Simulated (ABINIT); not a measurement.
# TePb (Fm-3m): G0W0 in ABINIT against the bands in the screening

How does the gap of TePb (Fm-3m) converge in the bands in the screening?

Method: PBE and many-body steps on it, plane waves, in ABINIT 10.8.3.

Report form: the programs' logs are mostly left out.

### 1. Set-up

The structure is cubic, space group Fm-3m (No. 225). Conventional cell: a = 6.462 Å, b = 6.462 Å, c = 6.462 Å, α = 90.00°, β = 90.00°, γ = 90.00°. Te has 6 Pb at 3.23 Å nearest. Nearest to Pb lie 6 Te at 3.23 Å. Farther neighbours and most contacts between anions are not listed.

The cell and positions come from the Crystallography Open Database and are kept as given unless a step says otherwise. Spin-orbit coupling is left out unless a step names it.

### 2. Screening, 4×4×4 mesh, 23 bands, screening to 163.3 eV

This step: ABINIT 10.8.3; RPA screening on PBE, plane waves, norm-conserving pseudopotentials.

The RPA dielectric matrix is built and inverted for each q.

Input file run.abi:

```
acell 3*1.0 Angstrom
rprim 
  -0.000000000000 3.231000000000 3.231000000000
  3.231000000000 0.000000000000 3.231000000000
  3.231000000000 3.231000000000 0.000000000000
ntypat 2
znucl 52 82
natom 2
typat 1 2
xred 
  0.500000000000 0.500000000000 0.500000000000
  0.000000000000 -0.000000000000 -0.000000000000
pp_dirpath "pseudos"
pseudos "Te.upf, Pb.upf"
ecut 34
ngkpt 4 4 4
nshiftk 1
shiftk 0 0 0
kptopt 1
chksymbreak 0
istwfk *1
occopt 1
irdwfk 1
optdriver 3
nband 23
ecuteps 6
inclvkb 2
awtr 1
symchi 1
indata_prefix "in"
outdata_prefix "out"
tmpdata_prefix "tmp"
```

Launch:

```bash
OMP_NUM_THREADS=1 mpirun -n 8 abinit run.abi > log
```

It took 9.6 s on 8 MPI ranks of Arm Neoverse N1, shared host; peak memory 1.6 GiB; 76 s of CPU time.

This step gave:

| Property | Result |
| --- | --- |
| ε∞ with local fields, on this mesh, along the program's q direction | 38.23 |
| the same without local fields | 41.52 |
| plasma frequency | 24.76 eV |
| plane waves in the screening matrix | 331 |

Local fields lower ε∞ by 8 %.

### 3. 23 bands

This step: G0W0 on PBE, plane waves, norm-conserving pseudopotentials.

run.abi, as its differences from that of step 2:

```diff
@@ -23,8 +23,17 @@
 irdwfk 1
-optdriver 3
-nband 23
+optdriver 4
+nband 124
+gwcalctyp 0
+ecutsigx 34
+symsigma 1
+nkptgw 2
+kptgw 
+  0.5000000000 0.0000000000 0.0000000000
+  0.0000000000 0.0000000000 0.0000000000
+bdgw 
+  13 18
+  13 18
 ecuteps 6
-inclvkb 2
-awtr 1
-symchi 1
+irdscr 1
+ppmodel 1
 indata_prefix "in"
```

Wall time 24 s (8 MPI ranks); peak memory 2.2 GiB; 3.2 min of CPU time.

This step gave:

```yaml
g0w0_gap_on_the_points_computed: 1.044 eV
starting_gap_on_the_mesh: 0.7358 eV
k_of_the_valence_top: 0.5, 0, 0
k_of_the_conduction_bottom: 0.5, 0, 0
z_at_the_valence_top: 0.784
z_at_the_conduction_bottom: 0.796
least_direct_g0w0_gap_on_the_computed_points: 1.044 eV
```

### 4. Screening, 4×4×4 mesh, 40 bands, screening to 163.3 eV

This step: RPA screening on PBE, plane waves, norm-conserving pseudopotentials.

run.abi, as its differences from that of step 3:

```diff
@@ -23,17 +23,8 @@
 irdwfk 1
-optdriver 4
-nband 124
-gwcalctyp 0
-ecutsigx 34
-symsigma 1
-nkptgw 2
-kptgw 
-  0.5000000000 0.0000000000 0.0000000000
-  0.0000000000 0.0000000000 0.0000000000
-bdgw 
-  13 18
-  13 18
+optdriver 3
+nband 40
 ecuteps 6
-irdscr 1
-ppmodel 1
+inclvkb 2
+awtr 1
+symchi 1
 indata_prefix "in"
```

Run time: 24 s. Hardware: 8 MPI ranks; peak memory 1.7 GiB.

Numbers from this step:

- ε∞ with local fields, on this mesh, along the program's q direction: 38.42
- the same without local fields: 41.64
- plasma frequency: 24.76 eV
- plane waves in the screening matrix: 331

### 5. 40 bands

The self-energy is evaluated for the states that the input lists, and the levels follow from it, in one-shot runs by the linearised quasiparticle equation.

This step: G0W0 on PBE, plane waves, norm-conserving pseudopotentials.

run.abi, as its differences from that of step 4:

```diff
@@ -23,8 +23,17 @@
 irdwfk 1
-optdriver 3
-nband 40
+optdriver 4
+nband 124
+gwcalctyp 0
+ecutsigx 34
+symsigma 1
+nkptgw 2
+kptgw 
+  0.5000000000 0.0000000000 0.0000000000
+  0.0000000000 0.0000000000 0.0000000000
+bdgw 
+  13 18
+  13 18
 ecuteps 6
-inclvkb 2
-awtr 1
-symchi 1
+irdscr 1
+ppmodel 1
 indata_prefix "in"
```

It took 25 s on 8 MPI ranks; peak memory 2.2 GiB.

This step gave:

| Quantity | Value |
| --- | --- |
| G0W0 gap on the points computed | 1.028 eV |
| starting gap on the mesh | 0.7358 eV |
| k of the valence top | 0.5, 0, 0 |
| k of the conduction bottom | 0.5, 0, 0 |
| Z at the valence top | 0.789 |
| Z at the conduction bottom | 0.799 |
| least direct G0W0 gap on the computed points | 1.028 eV |

The gap on the mesh goes from 0.74 eV to 1.03 eV, a correction of +0.29 eV.

### 6. Screening, 4×4×4 mesh, 124 bands, screening to 163.3 eV

This step: RPA screening on PBE, plane waves, norm-conserving pseudopotentials.

run.abi, as its differences from that of step 5:

```diff
@@ -23,17 +23,8 @@
 irdwfk 1
-optdriver 4
+optdriver 3
 nband 124
-gwcalctyp 0
-ecutsigx 34
-symsigma 1
-nkptgw 2
-kptgw 
-  0.5000000000 0.0000000000 0.0000000000
-  0.0000000000 0.0000000000 0.0000000000
-bdgw 
-  13 18
-  13 18
 ecuteps 6
-irdscr 1
-ppmodel 1
+inclvkb 2
+awtr 1
+symchi 1
 indata_prefix "in"
```

Elapsed: 96 s, on 8 MPI ranks; peak memory 2.3 GiB; 13 min of CPU time.

Numbers from this step:

```
ε∞ with local fields, on this mesh, along the program's q direction : 38.66
the same without local fields                                       : 41.73
plasma frequency                                                    : 24.76 eV
plane waves in the screening matrix                                 : 331
```

### 7. 124 bands

This step: G0W0 on PBE, plane waves, norm-conserving pseudopotentials.

run.abi, as its differences from that of step 6:

```diff
@@ -23,8 +23,17 @@
 irdwfk 1
-optdriver 3
+optdriver 4
 nband 124
+gwcalctyp 0
+ecutsigx 34
+symsigma 1
+nkptgw 2
+kptgw 
+  0.5000000000 0.0000000000 0.0000000000
+  0.0000000000 0.0000000000 0.0000000000
+bdgw 
+  13 18
+  13 18
 ecuteps 6
-inclvkb 2
-awtr 1
-symchi 1
+irdscr 1
+ppmodel 1
 indata_prefix "in"
```

Wall time 26 s (8 MPI ranks); peak memory 2.2 GiB.

Numbers from this step:

| Item | Value |
| --- | --- |
| G0W0 gap on the points computed | 1.079 eV |
| starting gap on the mesh | 0.7358 eV |
| k of the valence top | 0.5, 0, 0 |
| k of the conduction bottom | 0.5, 0, 0 |
| least direct G0W0 gap on the computed points | 1.079 eV |

Against the run before, the gap moves by +0.051 eV.

### 8. Screening, 4×4×4 mesh, 268 bands, screening to 163.3 eV

This step: RPA screening on PBE, plane waves, norm-conserving pseudopotentials.

run.abi, as its differences from that of step 7:

```diff
@@ -23,17 +23,8 @@
 irdwfk 1
-optdriver 4
-nband 124
-gwcalctyp 0
-ecutsigx 34
-symsigma 1
-nkptgw 2
-kptgw 
-  0.5000000000 0.0000000000 0.0000000000
-  0.0000000000 0.0000000000 0.0000000000
-bdgw 
-  13 18
-  13 18
+optdriver 3
+nband 268
 ecuteps 6
-irdscr 1
-ppmodel 1
+inclvkb 2
+awtr 1
+symchi 1
 indata_prefix "in"
```

The job ended after 2.8 min (8 MPI ranks; peak memory 3.2 GiB; 22 min of CPU time).

This step gave:

| Property | Result |
| --- | --- |
| ε∞ with local fields, on this mesh, along the program's q direction | 38.73 |
| the same without local fields | 41.75 |
| plasma frequency | 24.76 eV |
| plane waves in the screening matrix | 331 |

### 9. 268 bands

This step: G0W0 on PBE, plane waves, norm-conserving pseudopotentials.

run.abi, as its differences from that of step 8:

```diff
@@ -23,8 +23,17 @@
 irdwfk 1
-optdriver 3
-nband 268
+optdriver 4
+nband 124
+gwcalctyp 0
+ecutsigx 34
+symsigma 1
+nkptgw 2
+kptgw 
+  0.5000000000 0.0000000000 0.0000000000
+  0.0000000000 0.0000000000 0.0000000000
+bdgw 
+  13 18
+  13 18
 ecuteps 6
-inclvkb 2
-awtr 1
-symchi 1
+irdscr 1
+ppmodel 1
 indata_prefix "in"
```

The job ended after 24 s (8 MPI ranks; peak memory 2.2 GiB).

Numbers from this step:

- G0W0 gap on the points computed: 1.070 eV
- starting gap on the mesh: 0.7358 eV
- k of the valence top: 0.5, 0, 0
- k of the conduction bottom: 0.5, 0, 0
- least direct G0W0 gap on the computed points: 1.070 eV

Against the run before, the gap moves by −0.009 eV.

### 10. Side by side

Times are wall times on 8 MPI ranks of Arm Neoverse N1, shared host, good to a factor of about two. A run's time includes the screening step that it read.

```csv
run,mesh,bands,screening cutoff (eV),DFT gap (eV),gap on the mesh (eV),direct (eV),ε∞ used,time
23 bands,4×4×4,124,163.3,0.736,1.044,1.044,38.23,34 s
40 bands,4×4×4,124,163.3,0.736,1.028,1.028,38.42,49 s
124 bands,4×4×4,124,163.3,0.736,1.079,1.079,38.66,2 min
268 bands,4×4×4,124,163.3,0.736,1.070,1.070,38.73,3.2 min
```

### 11. Results

```yaml
23_bands: 1.044 eV
40_bands: 1.028 eV
124_bands: 1.079 eV
268_bands: 1.070 eV
known_limits: not at the basis limit; exchange with frozen shells missing; mesh may overstate the screening; no spin-orbit coupling; coarse k mesh
```

What this shows: The setting moved: bands in the screening. From 23 bands to 268 bands the gap moves by +0.03 eV, for 5.6 times the time. It holds to 0.03 eV from 124 bands on. Bands and screening cutoff are coupled, so a series along one setting does not show full convergence. Bands and cutoff are finite, so the gap is not at the basis limit. The miss can reach some tenths of an eV and take either sign; the mesh is an error of its own. In the first G0W0 run levels were corrected at 2 k points alone, so a gap called «on the mesh» is the least over those, and an edge elsewhere would be missed. The 4×4×4 mesh is coarse for this cell, which bears on the long-range parts of exchange and screening. Where an edge is built on 6p states of lead, bismuth or thallium, scalar-relativistic gaps usually stand too wide, by a few tenths to over one eV. The norm-conserving file of at least one element keeps a d shell over frozen s and p shells of the same row. Exchange with those shells is missing from the self-energy, an error of 0.3 to 0.9 eV in cases checked, whose sign depends on which edge lies on those atoms. For the PBE start: The RPA ε∞ on this mesh reaches over 25; with a narrow direct gap a coarse mesh can overstate it, and the correction is then too small. The many-body steps are scalar-relativistic: spin-orbit coupling is not in them.

[Paths, hosts, dates, memory and timing lines, banners, echoed tables and standing remarks are left out of the program output.]

[Logs are printed without paths, hosts, clocks, repeated set-up lines and the standing remarks that a program may print on its own settings, such as how far it seeks lower states.]

[Runs of the session that timed out or met a known fault of the program may be left out.]

[No measured gap is set beside runs whose start may be inverted or whose files or cutoffs have a known fault.]

[Hosts, paths, dates, database ids (printed as entryN), source tags and the programs' standing remarks are cut or masked in the printed files.]

[G0W0 gaps are taken among the corrected bands and points alone; a level outside them can change the order at an edge.]

[Where Ansatz stands beside ABINIT at settings called matched, ABINIT's density can come from a denser mesh and the files from another edition; pairs whose starting gaps differed by over 0.03 eV were left out, so agreement reads better than it is.]
